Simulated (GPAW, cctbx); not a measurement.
## Bonding in Hf2CuSn2Os as X-rays see it

Question: by how much does bonding change the X-ray structure factors of Hf2CuSn2Os, and what does a routine refinement make of it?

The start was made by putting kin elements into a known structure type; the compound need not exist, or be stable, in this form. All numbers below are calculated.

### 1. Find the equilibrium geometry

The density hangs on the geometry, so cell and atoms are relaxed first, with the symmetry held. The cutoff is set higher than for the density because stress converges slowly with plane waves.

Settings: GPAW 26.7.0, PBE, 570 eV, 5×5×3 k-points (along the axes of the calculation cell), Fermi–Dirac width 0.1 eV, BFGS to 0.03 eV/Å.

```text
cell
1.0
     4.385000000    0.000000000    0.000000000
    -2.192500000    3.797521396    0.000000000
     0.000000000    0.000000000    6.969000000
Os Hf Sn Cu
1 2 2 1
Direct
0.000000000 0.000000000 0.846000000
0.666666667 0.333333333 0.981300000
0.666666667 0.333333333 0.490400000
0.333333333 0.666666667 0.723800000
0.000000000 0.000000000 0.224000000
0.333333333 0.666666667 0.333800000
```

```console
$ OMP_NUM_THREADS=1 mpirun -n 4 gpaw python run.py > gpaw.log
```

```text
BFGS:    0      -39.398906        1.412585
BFGS:    1      -39.446456        1.068738
BFGS:    2      -39.526348        0.329189
BFGS:    3      -39.535444        0.367989
...
BFGS:   15      -39.618487        0.058775
BFGS:   16      -39.618701        0.033069
BFGS:   17      -39.618759        0.021677
cell  4.5034 4.5034 6.6396  90.00 90.00 120.00
volume 116.616 A^3, largest force 0.023 eV/A, largest stress 0.03 GPa
```

After 17 steps the volume has changed by +0.5 % and the energy by -0.220 eV; the largest stress left is 0.03 GPa. It took 3.5 min on 4 cores of Arm Neoverse V2 (shared host), peak memory 1.6 GiB.

Relaxed structure: P3m1 (no. 156), a = 4.5034 Å, b = 4.5034 Å, c = 6.6396 Å, α = 90.00°, β = 90.00°, γ = 120.00°.

```csv
atom,mult.,x,y,z
Os1,1,0,0,0.8180
Hf1,1,2/3,1/3,0.9819
Hf2,1,2/3,1/3,0.5032
Sn1,1,1/3,2/3,0.7357
Sn2,1,0,0,0.2330
Cu1,1,1/3,2/3,0.3275
```

### 2. Density and charge transfer

X-rays see the whole electron density, so the PAW density is rebuilt with its core regions. Subtracting spherical free atoms from the same code cancels the cores and leaves the deformation density Δρ, the part due to bonding.

Settings: PBE, 450 eV, 6×6×4 k-points (along the axes of the calculation cell), Fermi–Dirac width 0.1 eV; primitive cell of 6 atoms.

```console
$ OMP_NUM_THREADS=1 mpirun -n 4 gpaw python run.py > gpaw.log
```

```text
|iter:   1|       0s |  -43.722951 | +0.27 |       |
|iter:   2|       1s |  -40.418778 | -0.94 | -1.07 |
|iter:   3|       2s |  -39.934845 | -1.78 | -1.28 |
...
|iter:  13|      16s |  -39.447883c| -6.16 | -4.18c|
|iter:  14|      17s |  -39.447885c| -7.02 | -4.46c|
|iter:  15|      18s |  -39.447888c| -7.56c| -4.98c|
```

```text
grid (48, 48, 70)  electrons 349.000  moved by bonding 1.541 e
deformation density beyond 0.5 A of the nuclei: max 0.182, min -0.212 e/A^3
atom        x       y       z   Voronoi charge  moment
Os1    0.0000  0.0000  0.8180     -0.336       0.00
Hf2    0.6667  0.3333  0.9819      0.215       0.00
Hf3    0.6667  0.3333  0.5033      0.214       0.00
Sn4    0.3333  0.6667  0.7357      0.005       0.00
Sn5    0.0000  0.0000  0.2330     -0.047       0.00
Cu6    0.3333  0.6667  0.3275     -0.052       0.00
mean inner potential of superposed free atoms 26.622 V
total magnetic moment 0.000 muB
```

Deformation density in a plane through the shortest contact of the Os atom at the origin, in 0.01 e/Å³ (clipped at ±99); x from -1.6 to 4.3 Å, y from 2.4 down to -2.4 Å:

```text
  .   .   .  -5   0   2  -1  -4  -5  -3  -1   1   1   0   0   0
 -4   .  -2  -5   1   3   1  -1  -3  -2   0   2   2   1   0   0
 -4  -5  -3   2   4   4   4   2   1   0   2   2   2   1   1   1
  2   3   4   4   2   2   4   4   3   2   1   1   1   2   2   2
  3   5   2   1   1  -4  -1   4   4   0  -4  -5  -4   0   2   2
  5   6   0   0   .  -9  -1   3   3  -4  -4   .  -4  -4   1   2
  6   8   3   .   .   .   4   3   3  -5   .   .   .  -5   1   1
  5   8   2  -8   .  -9  -2   3   4  -4  -3   .  -5  -3   2   3
  2   5   1  -4   0   4   4   5   4   0  -5  -5  -2   3   4   4
  0   3   3   3   6   9   8   4   2   2   2   4   5   4   2   2
 -1   0   2   3   5   5   3  -2  -4   0   4   5   1   2  -1  -4
 -2  -2  -1   0  -1  -4  -3  -3  -7  -1   6   5  -2   3   .  -5
 -2  -2  -2  -2  -5  -8  -5   5  -1   0   8   8   1   .   .   .
```

Atoms in or within 0.15 Å of the plane: Os (3.8, -2.4), Os (0.0, 0.0), Sn (2.7, 0.0), Sn (-1.2, 2.4) Å. Dots mark points within about 0.45 Å of a nucleus; large values next to them are atomic features.

Os gains most (-0.34 e) and Hf loses most (+0.21 e), in averages over each element's sites, as electronegativity suggests. Along the shortest contact from the Os atom at the map's origin, Os–Sn at 2.66 Å, Δρ is +0.05 e/Å³ at the midpoint; the highest value on the line, +0.10, lies at the edge of the range, 0.5 Å from Os, and is an atomic rather than a bond feature: little piles up between the atoms. At the midpoints of other shortest contacts it is +0.04 (Sn–Cu, 2.67 Å), +0.10 (Os–Hf, 2.82 Å), +0.03 (Hf–Cu, 2.85 Å) and 0.00 (Hf–Sn, 3.02 Å) e/Å³. Point values carry grid noise of about 0.01 e/Å³. The run needed 15 iterations, 26 s.

### 3. Structure factors

The Fourier components of Δρ, added to those of the free atoms, give the static X-ray structure factors; the Mott–Bethe relation turns them into the Fourier components V of the potential that fast electrons feel.

```text
static structure factors of the conventional cell: F in electrons, V (Mott-Bethe) in volts
   h  k  l      d  |F| table  |F| free   |F| DFT   change   |V| free  |V| DFT  change %
   0  0  1  6.6396    54.649    54.654    54.908    0.254     2.916    2.477    -15.0
   1  0  0  3.9001    54.336    54.379    54.497    0.118     2.251    2.172     -3.5
   1  0  1  3.3628    54.396    54.416    54.633    0.217     3.165    3.080     -2.7
   1  0 -1  3.3628    31.824    31.731    31.794    0.063     2.115    2.103     -0.6
   0  0  2  3.3198    69.374    69.279    69.646    0.368     4.107    3.933     -4.2
   1  0  2  2.5280   212.045   211.934   211.661   -0.273    10.041   10.110      0.7
   1  0 -2  2.5280   168.559   168.285   167.814   -0.471     8.507    8.626      1.4
   1  1  0  2.2517   282.087   281.637   280.935   -0.702    13.424   13.564      1.0
   0  0  3  2.2132    43.126    43.212    43.186   -0.026     1.564    1.569      0.3
   1  1  1  2.1324    46.960    47.037    47.039    0.002     1.662    1.662     -0.0
   2  0  0  1.9500    49.274    49.229    49.325    0.097     1.347    1.338     -0.7
   1  0  3  1.9249   131.404   131.175   130.982   -0.193     5.876    5.903      0.5
   1  0 -3  1.9249    63.343    63.177    62.876   -0.301     3.373    3.415      1.2
   2  0 -1  1.8710    46.918    46.890    46.794   -0.096     2.019    2.024      0.3
```

The largest X-ray change is -0.70 e on 110, 0.2 % of |F|. For electrons V goes as (Z − F)/g², so a change of F counts against Z − F, which is small at low angle and wherever the atoms' terms cancel: |V| of 001 moves by -15.0 % (2.92 to 2.48 V) against +0.5 % in |F|. The last three rows still change by up to 0.30 e; the table stops while the angles are still low. The tabulated Hartree–Fock atoms differ from the free DFT atoms by up to 0.45 e, so the choice of reference atom matters too.

### 4. Refining ordinary atoms against data with bonding

Routine crystallography fits spherical atoms. To see the bias, intensities are simulated from tabulated atoms plus the DFT change ΔF, so that bonding alone can misfit (3872 reflections of the full sphere, merged to the counts below, to 0.5 Å, 0.5 % proportional noise plus counting noise, assumed isotropic U as listed, Δρ smeared by the mean U) and refined with cctbx over different ranges.

| range | data | R1 | GooF | U Os1 (true 0.0048) | U Hf1 (true 0.0049) | U Hf2 (true 0.0049) | U Sn1 (true 0.0057) | largest shift (Å) | Δρ max, min (e/Å³) |
| --- | --- | --- | --- | --- | --- | --- | --- | --- | --- |
| all data | 816 | 0.0049 | 1.00 | 0.0048 | 0.0049 | 0.0049 | 0.0057 | 0.0006 | 0.55, -0.73 |
| low resolution, d > 0.84 | 204 | 0.0038 | 1.04 | 0.0048 | 0.0050 | 0.0048 | 0.0055 | 0.0012 | 0.23, -0.19 |
| high order, d < 0.75 | 547 | 0.0057 | 1.00 | 0.0048 | 0.0049 | 0.0049 | 0.0057 | 0.0003 | 0.39, -0.54 |
| occupancies free, d > 0.7 | 325 | 0.0039 | 0.98 | 0.0049 | 0.0049 | 0.0047 | 0.0056 | 0.0017 | 0.32, -0.35 |

With all data GooF is 1.00, so at this noise the bonding hardly shows; the top residual peak lies 0.78 Å from Sn and 1.97 Å from Os. No U is off by more than 3 s.u. at low resolution. With Os1 held at 1 and the scale free, the other occupancies refine to Hf1 1.000(0.002), Hf2 1.000(0.003), Sn1 1.000(0.004) and Sn2 1.000(0.004), within three s.u. of full.

### 5. Answer

Bonding moves 1.54 e in the primitive cell of Hf2CuSn2Os and changes the structure factors of the conventional cell in the table above by at most 0.70 e (110, 0.2 %), and among reflections above 2 % of the strongest by up to 0.5 % (002). The shortest bond, Os–Sn, has Δρ = +0.05 e/Å³ at its midpoint. With all data GooF is 1.00, so at this noise the bonding hardly shows. Limits: static density, frozen cores, no spin–orbit coupling.

[Outputs are excerpts: Python notices, other lines and further rows are left out; steps that failed or that the build refused (PBEsol, TPSS) are not shown.]

[Logs are printed without paths, hosts, clocks, repeated set-up lines and the standing remarks that a program may print on its own settings, such as how far it seeks lower states.]
